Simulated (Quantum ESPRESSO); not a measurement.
# Voltage at the next charge: Pb(111), 4 layers, one monolayer of F on fcc sites against an electrode

**Set-up.** Quantum ESPRESSO 7.5, PBE, GBRV ultrasoft; ESM with bc3, a metal electrode 5.48 Å above the top atoms; cell area 10.610 Å²; ions fixed. V is the potential energy of an electron at the electrode over the slab's Fermi level, divided by e, so that it equals the work function at zero charge; positive charge removes electrons.

```tsv
charge (e a cell)	V (V)
0	6.246
0.0159	7.689
0.0318	9.134
```

**Question.** What is V at a charge of 0.0637 e, and what capacitance do the rows imply?

**Fit.** The last two rows give dV/dq = (9.134 − 7.689)/(0.0318 − 0.0159) = 90.9 V/e, so C = 1602/(10.610 × 90.9) = 1.66 µF/cm², an effective gap of 8.854/1.66 = 5.33 Å. At constant C, V = 9.134 + 90.9 × 0.0319 = 12.03 V.

**Check.** V = 12.047 V; the estimate misses by −0.01 V, 0.5 % of the step. Over the three intervals C goes 1.66, 1.66 and 1.65 µF/cm².

Caveats: Vacuum fills the gap; a dielectric or electrolyte would change C. The slab is thin.

[Logs are printed without paths, hosts, clocks, repeated set-up lines and the standing remarks that a program may print on its own settings, such as how far it seeks lower states.]
